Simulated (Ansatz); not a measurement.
# Convergence of a linear-scaling basis for AlP(100) slab, H on both faces (126 atoms)

Aim: test how closely localised support functions follow the reference on AlP(100) slab, H on both faces (126 atoms), and at what cost. A setting counts as converged where the r.m.s. difference of forces stays under 1 % of the r.m.s. force.

Method: Kohn-Sham DFT, PBE, PAW (set soft_2), plane waves, in Ansatz 0.2.0.

## 1. The structure

The cell holds 126 atoms: 45 Al, 45 P and 36 H. Its edges and angles: a = 11.589 Å, b = 11.589 Å, c = 24.024 Å, α = 90.0°, β = 90.0°, γ = 90.0°. It derives from AlP (zinc-blende). Zinc-blende AlP (a = 5.463 Å), (100) slab of 10 atomic planes, 3 x 3 surface cells, H on the broken bonds of both faces, 10 Å of vacuum; displaced by a Gaussian of 0.02 Å. Regions: slab, 90 atoms (45 Al and 45 P); hydrogen, 36 atoms (36 H). Vacuum lies along c.

Before any run, some limits are plain. Caps of real hydrogen don't mimic the fractional bonds of a polar compound, so surface states and strained caps may belong to the model. Beside vacuum, support functions can miss their usual error bounds without a warning. Sampling is at Γ alone, for a cell whose shortest periodic width is 12 Å.

## 2. Plane-wave single point

This run is the reference for what follows, at a cutoff of 420 eV.

input.yaml reads:

```yaml
crystal:
  lattice:
    - [11.58877, 0.0, 0.0]
    - [0.0, 11.58877, 0.0]
    - [0.0, 0.0, 24.0238]
  atoms:
    - { symbol: Al, position: [0.26542, 0.16781, 0.29811] }
    - { symbol: P, position: [0.26796, 0.33433, 0.24419] }
    - { symbol: Al, position: [0.10083, 0.33669, 0.41288] }
    - { symbol: P, position: [0.10318, 0.16805, 0.35604] }
    - { symbol: Al, position: [0.26675, 0.16846, 0.52538] }
    - { symbol: P, position: [0.26358, 0.33514, 0.46986] }
    - { symbol: Al, position: [0.10008, 0.33338, 0.64081] }
    - { symbol: P, position: [0.09837, 0.16726, 0.58294] }
    - { symbol: Al, position: [0.26592, 0.16661, 0.75284] }
    - { symbol: P, position: [0.26851, 0.33673, 0.69712] }
    - { symbol: Al, position: [0.26841, 0.50063, 0.30066] }
    - { symbol: P, position: [0.27119, 0.67098, 0.24251] }
    - { symbol: Al, position: [0.10035, 0.66857, 0.41261] }
    - { symbol: P, position: [0.09712, 0.50031, 0.35509] }
    - { symbol: Al, position: [0.26821, 0.50014, 0.525] }
    - { symbol: P, position: [0.26828, 0.66929, 0.47046] }
    - { symbol: Al, position: [0.10081, 0.66558, 0.63999] }
    - { symbol: P, position: [0.09997, 0.49845, 0.58187] }
    - { symbol: Al, position: [0.26839, 0.49887, 0.75463] }
    - { symbol: P, position: [0.26858, 0.66912, 0.69693] }
    - { symbol: Al, position: [0.26679, 0.8337, 0.29916] }
    - { symbol: P, position: [0.26701, 0.00125, 0.24329] }
    - { symbol: Al, position: [0.10104, 0.00022, 0.41418] }
    - { symbol: P, position: [0.09711, 0.8361, 0.35488] }
    - { symbol: Al, position: [0.26736, 0.83509, 0.52566] }
    - { symbol: P, position: [0.26953, 0.99923, 0.4699] }
    - { symbol: Al, position: [0.10031, 0.00203, 0.63987] }
    - { symbol: P, position: [0.10022, 0.83024, 0.58398] }
    - { symbol: Al, position: [0.26509, 0.83339, 0.75346] }
    - { symbol: P, position: [0.26338, 0.00248, 0.69696] }
    - { symbol: Al, position: [0.59998, 0.16405, 0.29877] }
    - { symbol: P, position: [0.59891, 0.33329, 0.24165] }
    [... 88 atom lines left out ...]
    - { symbol: H, position: [0.04476, 0.50148, 0.7928] }
    - { symbol: H, position: [0.82229, 0.49855, 0.792] }
    - { symbol: H, position: [0.83551, 0.00165, 0.2087] }
    - { symbol: H, position: [0.03326, 0.00104, 0.20879] }
    - { symbol: H, position: [0.04525, 0.83395, 0.79219] }
    - { symbol: H, position: [0.82448, 0.8346, 0.79189] }
kpoints:
  mp_grid: { grid: [1, 1, 1] }
hamiltonian:
  xc: pbe
scf:
  occupations: { method: gaussian, width: 0.025 }
output:
  forces: true
  populations: true
  dos:
    method: { smearing: { sigma: 0.15 } }
    de: 0.1
    projected:
      site_lists:
        Al: [Al]
        H: [H]
        P: [P]
        hydrogen: [90, 91, 92, 93, 94, 95, 96, 97, 98, 99, 100, 101, 102, 103, 104, 105, 106, 107, 108, 109, 110, 111, 112, 113, 114, 115, 116, 117, 118, 119, 120, 121, 122, 123, 124, 125]
  eigenvalues: true
  write_density: true
  write_potential: true
  volumetric_format: npy
```

The run is started by

```bash
$ ansatz run input.yaml --threads 4 --pin off --max-ram 8192MiB --backend cpu --events-out ev --progress --plain --runs-dir out
```

Log:

```text
Engine: ansatz 0.2.0, aarch64-unknown-linux-gnu
Pseudopotentials: kind: paw
Pseudopotential: Al, paw, valence charge 3, recommended cutoff 420 eV (normal), Al.paw.azcp
Pseudopotential: P, paw, valence charge 5, recommended cutoff 420 eV (normal), P.paw.azcp
Pseudopotential: H, paw, valence charge 1, recommended cutoff 420 eV (normal), H.paw.azcp
[... 5 lines on functional and potentials left out ...]
Crystal: 126 atoms, lattice volume = 3226.386 Å³
Basis set: ecut = 420 eV, 63153 PW (Γ), exchange–correlation on 160×160×324 points (8 copies of the dense FFT grid, shifted against one another)
Bands: 324, of which v1, the nominal top of the filled ones, is band 198 counted from 1 (197 counted from 0)
Symmetry: 1 space group operations
Space group: P1 (ITA 1), of the structure as read, at distance tolerance 1.5e-4 Å
k-points: 1
[... 7 lines on functional and potentials left out ...]
Initial density: superposition of atomic densities (neutral atoms: chi_scale 0, normalization atom), corrected by the library's trained network
Initial wavefunctions: pseudopotential atomic-orbital guess
Functional: x = pbe(κ = 0.804, μ = 0.219515), c = pbe(β = 0.066725)
SCF iter   1: F=—  HF=-58791.145447 eV  |F-HF|=—  |Δ(HF+E_count)|=         —  Δρ=8.24e-3  dr2=5.84e1  ethr=1.77e-3  ⟨swp⟩=8.0  Hψ=1801  notcnv=0  defer=88
preconditioner: auto → Resta (q_TF=auto, 1.923 Å⁻¹)  ε∞=3.2  [insulator: Δε(μ)=0.368 eV  Ē_g=8.783 eV  σ=0.025 eV  W_gap=1.00  n_scr=386 (ndim 8)  ℏωp=13.0 eV  f_vac=0.322  D(μ)=0.00/eV (n_scr^D=0)  ε∞_Penn≈3.2  vacuum switching on, ρ_ref=5.6e-3 e/Å³]
SCF iter   2: F=—  HF=-58815.262928 eV  |F-HF|=—  |Δ(HF+E_count)|=    2.41e1  Δρ=3.45e-2  dr2=1.50e3  ethr=1.77e-3  ⟨swp⟩=3.0  Hψ=451  notcnv=0  defer=115  recentre
preconditioner: auto → LDOS  [insulator: Δε(μ)=0.079 eV  Ē_g=8.641 eV  σ=0.025 eV  W_gap=0.97  n_scr=386 (ndim 8)  ℏωp=13.0 eV  f_vac=0.324  D(μ)=7.47/eV (n_scr^D=16)  ε∞_Penn≈3.3  β→1.0]
SCF iter   3: F=—  HF=-58789.358603 eV  |F-HF|=—  |Δ(HF+E_count)|=    2.59e1  Δρ=4.34e-3  dr2=1.42e1  ethr=1.77e-3  ⟨swp⟩=2.0  Hψ=400  notcnv=0  defer=97
SCF iter   4: F=—  HF=-58788.613149 eV  |F-HF|=—  |Δ(HF+E_count)|=   7.45e-1  Δρ=6.07e-3  dr2=1.37e1  ethr=1.77e-3  ⟨swp⟩=1.0  Hψ=373  notcnv=0  defer=114
SCF iter   5: F=—  HF=-58788.456617 eV  |F-HF|=—  |Δ(HF+E_count)|=   1.57e-1  Δρ=6.08e-3  dr2=9.30e0  ethr=1.77e-3  ⟨swp⟩=1.0  Hψ=209  notcnv=0  defer=114
SCF iter   6: F=—  HF=-58788.393755 eV  |F-HF|=—  |Δ(HF+E_count)|=   6.29e-2  Δρ=3.34e-3  dr2=8.40e0  ethr=1.77e-3  ⟨swp⟩=1.0  Hψ=209  notcnv=0  defer=114
SCF iter   7: F=—  HF=-58788.357060 eV  |F-HF|=—  |Δ(HF+E_count)|=   3.67e-2  Δρ=4.62e-3  dr2=6.43e0  ethr=1.77e-3  ⟨swp⟩=1.0  Hψ=373  notcnv=0  defer=111
SCF iter   8: F=—  HF=-58788.378474 eV  |F-HF|=—  |Δ(HF+E_count)|=   2.14e-2  Δρ=6.12e-3  dr2=1.51e1  ethr=1.62e-3  ⟨swp⟩=1.0  Hψ=209  notcnv=0  defer=114  recentre
SCF iter   9: F=—  HF=-58788.288129 eV  |F-HF|=—  |Δ(HF+E_count)|=   9.03e-2  Δρ=2.23e-3  dr2=1.32e0  ethr=1.62e-3  ⟨swp⟩=1.0  Hψ=209  notcnv=0  defer=114
SCF iter  10: F=—  HF=-58788.290041 eV  |F-HF|=—  |Δ(HF+E_count)|=   1.91e-3  Δρ=2.84e-3  dr2=3.31e0  ethr=3.34e-4  ⟨swp⟩=1.0  Hψ=209  notcnv=0  defer=115  recentre
[...]
SCF iter  28: F=—  HF=-58788.274333 eV  |F-HF|=—  |Δ(HF+E_count)|=   2.87e-7  Δρ=1.08e-5  dr2=9.91e-6  ethr=3.42e-9  ⟨swp⟩=3.0  Hψ=337  notcnv=0  defer=108
SCF iter  29: F=—  HF=-58788.274334 eV  |F-HF|=—  |Δ(HF+E_count)|=   6.28e-7  Δρ=8.53e-6  dr2=6.07e-6  ethr=2.50e-9  ⟨swp⟩=2.0  Hψ=366  notcnv=0  defer=108
SCF iter  30: F=—  HF=-58788.274334 eV  |F-HF|=—  |Δ(HF+E_count)|=   2.13e-7  Δρ=6.76e-6  dr2=4.14e-6  ethr=1.53e-9  ⟨swp⟩=1.0  Hψ=216  notcnv=0  defer=108
SCF iter  31: F=—  HF=-58788.274335 eV  |F-HF|=—  |Δ(HF+E_count)|=   3.41e-7  Δρ=4.84e-6  dr2=1.89e-6  ethr=1.05e-9  ⟨swp⟩=2.0  Hψ=234  notcnv=0  defer=108
SCF iter  32: F=—  HF=-58788.274335 eV  |F-HF|=—  |Δ(HF+E_count)|=   4.00e-8  Δρ=3.39e-6  dr2=1.00e-6  ethr=4.78e-10  ⟨swp⟩=2.0  Hψ=367  notcnv=0  defer=108
SCF iter  33: F=—  HF=-58788.274335 eV  |F-HF|=—  |Δ(HF+E_count)|=   8.45e-9  Δρ=2.72e-6  dr2=5.56e-7  ethr=2.53e-10  ⟨swp⟩=3.0  Hψ=410  notcnv=0  defer=108
SCF iter  34: F=—  HF=-58788.274335 eV  |F-HF|=—  |Δ(HF+E_count)|=   2.66e-8  Δρ=2.10e-6  dr2=3.36e-7  ethr=1.40e-10  ⟨swp⟩=2.0  Hψ=366  notcnv=0  defer=108
SCF iter  35: F=—  HF=-58788.274335 eV  |F-HF|=—  |Δ(HF+E_count)|=   8.19e-9  Δρ=1.83e-6  dr2=2.95e-7  ethr=8.47e-11  ⟨swp⟩=1.0  Hψ=216  notcnv=0  defer=108
SCF iter  36: F=—  HF=-58788.274335 eV  |F-HF|=—  |Δ(HF+E_count)|=   8.21e-9  Δρ=1.60e-6  dr2=2.18e-7  ethr=7.46e-11  ⟨swp⟩=1.0  Hψ=216  notcnv=0  defer=108
SCF iter  37: F=-58788.274335 eV  HF=-58788.274335 eV  |F-HF|=4.89e-8  |Δ(HF+E_count)|=   9.09e-9  Δρ=9.58e-7  dr2=8.31e-8  ethr=2.53e-11  ⟨swp⟩=25.0  Hψ=3826  notcnv=0
SCF 1 converged in 37 iterations: F = -58788.274335 eV  dr2 = 8.31e-8
  greatest PAW one-centre occupation: 0.781 electrons in one spin orbital (limit 2), on the P atom at site 73 (counted from 0), in its partial waves of l = 0
WARN: The output density's exchange-correlation potential varies sharply where the density is thin. Do not read a vacuum level from v_tot or v_xc, or from such a field of the output density. On a cell that repeats whose density bears no net charge and no dipole along the vacuum's axis use v_es (v_loc + v_h of the components); [...]
SCF converged after 37 iterations
Free energy (F): -58788.274335 eV
Harris-Foulkes:  -58788.274335 eV  (|F-HF|=4.89e-8)
Internal energy: -58788.219194 eV  (E = F + TS)
E sigma→0 (E₀):  -58788.246764 eV
Entropy (-TS):   -0.055141 eV (-0.438 meV/atom)
Fermi energy:    2.867028 eV
--- Per-component energies (eV) ---
  E_band       = -1418.810712
  E_kinetic    = 4735.336368
  E_local      = -64602.938653  (includes V_loc(G=0)·N_el)
  E_nonlocal   = 2069.165276
  E_hartree    = 30690.492253
  E_xc         = -4889.267219
  E_vxc        = -4464.035975  (∫ρ·V_xc dr)
  E_paw        = -46682.994518  (= ΣΔE_a)
  E_vpaw       = -537.297255  (= ΣTr[D̂ρ^β])
  E_aug_tail   = -0.043475  (compensation charges beyond the density's cutoff)
  E_ewald      = 19892.030774
  E_smearing   = -0.055141  (= −TS)
  E_closure    = -0.000000  (closes the sum)
  Σ components = -58788.274335   (vs F -58788.274335, Δ=0.00e0)
--- Forces (eV/Å), atoms counted from 1 ---
  atom   1  Al     0.07796916     0.15361876     0.64616768
  atom   2  P     -0.10960712     0.07349619    -0.18453866
  atom   3  Al    -0.34839570    -0.25464054     0.07764564
  atom   4  P     -0.43037131    -0.05660870    -0.46188927
  atom   5  Al    -0.02472098    -0.18842765     0.57177182
  atom   6  P      0.41840543    -0.12446152    -0.52000853
  atom   7  Al     0.14058691     0.10066975    -0.04608546
  atom   8  P      0.49150169     0.06201014    -0.14355110
  atom   9  Al     0.26448770     0.28701365    -0.38692805
  atom  10  P     -0.30851553    -0.42482058    -0.22490674
  atom  11  Al    -0.24132456     0.18486008    -0.04110626
  atom  12  P     -1.13158308    -0.52462650     1.28440758
  atom  13  Al     0.04527498     0.00519708     0.27735807
  atom  14  P      0.48056818     0.26113381    -0.26213295
[...]
atom 125  H      0.14411094     0.01983509     0.35636282
  atom 126  H     -0.45217272     0.01446613     0.64242859
  max |Σ_I F_I| component: 6.44e-5 eV/Å
--- Band table (eV) ---
  k-point 0: bands = ["-11.9012", "-11.5625", "-11.4663", "-11.3366", [... 308 levels ...], "6.7255", "6.7634", "6.7777", "6.8100", "6.8432", "6.8570", "6.8983", "6.9452", "6.9575", "6.9712", "6.9823", "6.9853"]
--- Löwdin populations: 126 sites ---
  site symbol       q [e]
     0     Al      2.6614
     1      P      4.9541
     2     Al      2.5992
[...]
125      H      1.1209
  spilling = 0.010374 (of n_electrons = 396.000000)
```

Elapsed: 73 s, on 4 threads of Arm Neoverse V2, shared host; peak memory 3.2 GiB; 4.7 min of CPU time.

In the SCF lines HF is the Harris–Foulkes energy and dr2 the Hartree energy of the density residual, in eV; the loop may stop once dr2 is under the threshold and the program's other checks hold. Hψ counts applications of the Hamiltonian.

The program notes that the exchange-correlation potential is rough where the density is thin.

Numbers from this run:

- free energy: -58788.2743 eV
- free energy per atom: -466.5736 eV/atom
- SCF cycles: 37
- r.m.s. force component: 0.3653 eV/Å
- longest force: 1.79 eV/Å
- Fermi energy: 2.867 eV
- levels partly filled by over 2 per cent: 5
- spilling of the projection: 0.01037

The r.m.s. force component of 0.37 eV/Å sets the scale for the differences below.

## 3. Support functions medium

With localised support functions most steps grow linearly with size, though the diagonalisation grows faster unless the density matrix is cut; this run measures error and cost at this size.

This step: Kohn-Sham DFT, PBE, PAW (set soft_2), localised support functions (medium) (Ansatz 0.2.0).

input.yaml, the sections that differ from step 2:

```yaml
scf:
  occupations: { method: gaussian, width: 0.025 }
  eigensolver: { kind: { support_functions: { accuracy: medium } } }
  mixing: { beta: 0.2 }
  max_iter: 150
output:
  forces: true
# crystal, kpoints, hamiltonian: as in step 2
```

Log:

```text
Warning: scf.eigensolver.kind.support_functions: disabling space-group detection — the functions' gradient is summed over unrotated k-points, so no spatial operation reduces the k-mesh or symmetrises the density; time reversal is kept, so that k and −k are solved as one point where they differ and the mesh holds both, and exact exchange and, on two spinor components, a DFT+U term hold to it where the run has them: [...]
settings of this run that can trade accuracy for cost: scf.eigensolver.kind.support_functions [...]
[...]
Crystal: 126 atoms, lattice volume = 3226.386 Å³
Basis set: ecut = 420 eV, 63153 PW (Γ), exchange–correlation on 160×160×324 points (8 copies of the dense FFT grid, shifted against one another)
Bands: 238, of which v1, the nominal top of the filled ones, is band 198 counted from 1 (197 counted from 0)
Symmetry: 1 space group operations
k-points: 1
[...]
SCF iter   1: F=—  HF=-58770.951180 eV  |F-HF|=—  |Δ(HF+E_count)|=         —  Δρ=4.15e-2  dr2=1.31e2  ethr=1.00e-1
[...]
SCF iter  31: F=—  HF=-58788.174623 eV  |F-HF|=—  |Δ(HF+E_count)|=   3.83e-1  Δρ=5.83e-3  dr2=5.79e0  ethr=7.64e-5
[...]
iteration 31: the SCF's residuals had fallen too slowly under its mixing. It goes on by minimising its free energy, and can end on another state than longer mixing would; under `scf.algorithm: density_mixing` no SCF does so, but by `scf.convergence.dm_fallback`
SCF iter  32: F=—  HF=-58788.362736 eV  |F-HF|=—  |Δ(HF+E_count)|=   1.88e-1  Δρ=3.86e-3  dr2=3.56e0  ethr=7.64e-5
SCF iter  33: F=—  HF=-58788.331421 eV  |F-HF|=—  |Δ(HF+E_count)|=   3.13e-2  Δρ=5.35e-4  dr2=1.42e-1  ethr=7.64e-5
[...]
SCF iter  44: F=—  HF=-58788.395398 eV  |F-HF|=—  |Δ(HF+E_count)|=   1.13e-6  Δρ=2.41e-5  dr2=1.37e-4  ethr=9.93e-11
SCF iter  45: F=-58788.395395 eV  HF=-58788.395397 eV  |F-HF|=1.99e-6  |Δ(HF+E_count)|=   1.10e-6  Δρ=3.60e-6  dr2=2.26e-6  ethr=9.93e-11
SCF 1 converged in 45 iterations: F = -58788.409033 eV  dr2 = 2.26e-6
[...]
SCF converged after 45 iterations
Free energy (F): -58788.409033 eV
[...]
Internal energy: -58788.354004 eV  (E = F + TS)
E sigma→0 (E₀):  -58788.381518 eV
Entropy (-TS):   -0.055029 eV (-0.437 meV/atom)
Fermi energy:    2.866697 eV
[...]
Σ components = -58788.409033   (vs F -58788.409033, Δ=0.00e0)
--- Forces (eV/Å), atoms counted from 1 ---
  atom   1  Al     0.07798898     0.15304608     0.64603219
  atom   2  P     -0.10960695     0.07318808    -0.18958481
  atom   3  Al    -0.34839337    -0.25459230     0.07776785
  atom   4  P     -0.43024765    -0.05642332    -0.46179878
[...]
atom 126  H     -0.45071101     0.01443607     0.64148228
  max |Σ_I F_I| component: 8.45e-3 eV/Å
--- Band table (eV) ---
[...]
guard bands above this table: 32 of the run's 238 bands (output.publish_guard_bands: true publishes all)
[...]
```

The job ended after 5.7 min (4 threads; peak memory 3.9 GiB).

The program notes that the band table was not solved further than the SCF left it and it switched symmetry off.

Keys that differ from the reference: support_functions.accuracy = "medium", scf.max_iter = 150 and scf.mixing.beta = 0.2.

Forces differ from the reference by 1.2 meV/Å r.m.s., 0.33 % of their size, within a tolerance of 1 %; the energy by -1.1 meV/atom.

## 4. Support functions low

The cell is solved in localised support functions.

This step: Kohn-Sham DFT, PBE, PAW (set soft_2), localised support functions (low) (Ansatz 0.2.0).

input.yaml, the sections that differ from step 3:

```yaml
scf:
  occupations: { method: gaussian, width: 0.025 }
  eigensolver: { kind: { support_functions: { accuracy: low } } }
  mixing: { beta: 0.2 }
  max_iter: 150
# crystal, kpoints, hamiltonian, output: as in step 3
```

Log:

```text
[...]
Crystal: 126 atoms, lattice volume = 3226.386 Å³
Basis set: ecut = 420 eV, 63153 PW (Γ), exchange–correlation on 160×160×324 points (8 copies of the dense FFT grid, shifted against one another)
Bands: 238, of which v1, the nominal top of the filled ones, is band 198 counted from 1 (197 counted from 0)
Symmetry: 1 space group operations
k-points: 1
[...]
SCF iter   1: F=—  HF=-58770.951239 eV  |F-HF|=—  |Δ(HF+E_count)|=         —  Δρ=4.15e-2  dr2=1.31e2  ethr=1.00e-1
[...]
SCF iter  47: F=—  HF=-58788.397853 eV  |F-HF|=—  |Δ(HF+E_count)|=   4.26e-4  Δρ=8.20e-5  dr2=9.63e-4  ethr=1.58e-6  κ⁻¹=8.1e-7(r=7)
SCF iter  48: F=-58788.398232 eV  HF=-58788.398254 eV  |F-HF|=2.27e-5  |Δ(HF+E_count)|=   4.01e-4  Δρ=1.30e-5  dr2=2.15e-5  ethr=2.43e-7
SCF 1 converged in 48 iterations: F = -58788.409022 eV  dr2 = 2.15e-5
[...]
SCF converged after 48 iterations
Stability not checked: this state was not tested for a lower state beside it, because the mixer in use, unlike msr1, does not test its closes by its own steps (another_mixer; see scf.mixing.algorithm and scf.lower_state_search)
Free energy (F): -58788.409022 eV
[...]
Internal energy: -58788.353974 eV  (E = F + TS)
E sigma→0 (E₀):  -58788.381498 eV
Entropy (-TS):   -0.055048 eV (-0.437 meV/atom)
Fermi energy:    2.867520 eV
[...]
Σ components = -58788.409022   (vs F -58788.409022, Δ=0.00e0)
--- Forces (eV/Å), atoms counted from 1 ---
  atom   1  Al     0.07808386     0.15325699     0.64625304
  atom   2  P     -0.10896527     0.07334239    -0.18899368
  atom   3  Al    -0.34829615    -0.25458540     0.07754087
  atom   4  P     -0.43047563    -0.05637860    -0.46187225
[...]
atom 126  H     -0.44948832     0.01447804     0.64123475
  max |Σ_I F_I| component: 7.72e-3 eV/Å
--- Band table (eV) ---
[...]
```

It took 4.4 min on 4 threads; peak memory 3.8 GiB.

Keys that differ from the reference: support_functions.accuracy = "low", scf.max_iter = 150 and scf.mixing.beta = 0.2.

Forces differ from the reference by 1.3 meV/Å r.m.s., 0.35 % of their size, within a tolerance of 1 %; the energy by -1.1 meV/atom. It took roughly 3.6 times the reference's time (one timing each, with unlike analyses asked), in 48 cycles against 37.

(Part 1 of 3 ends here.)

[Long decimals in the printed logs are rounded to 6 places.]

[Logs are printed without paths, hosts, clocks, repeated set-up lines and the standing remarks that a program may print on its own settings, such as how far it seeks lower states.]

[Hosts, paths, dates, database ids (printed as entryN), source tags and the programs' standing remarks are cut or masked in the printed files.]
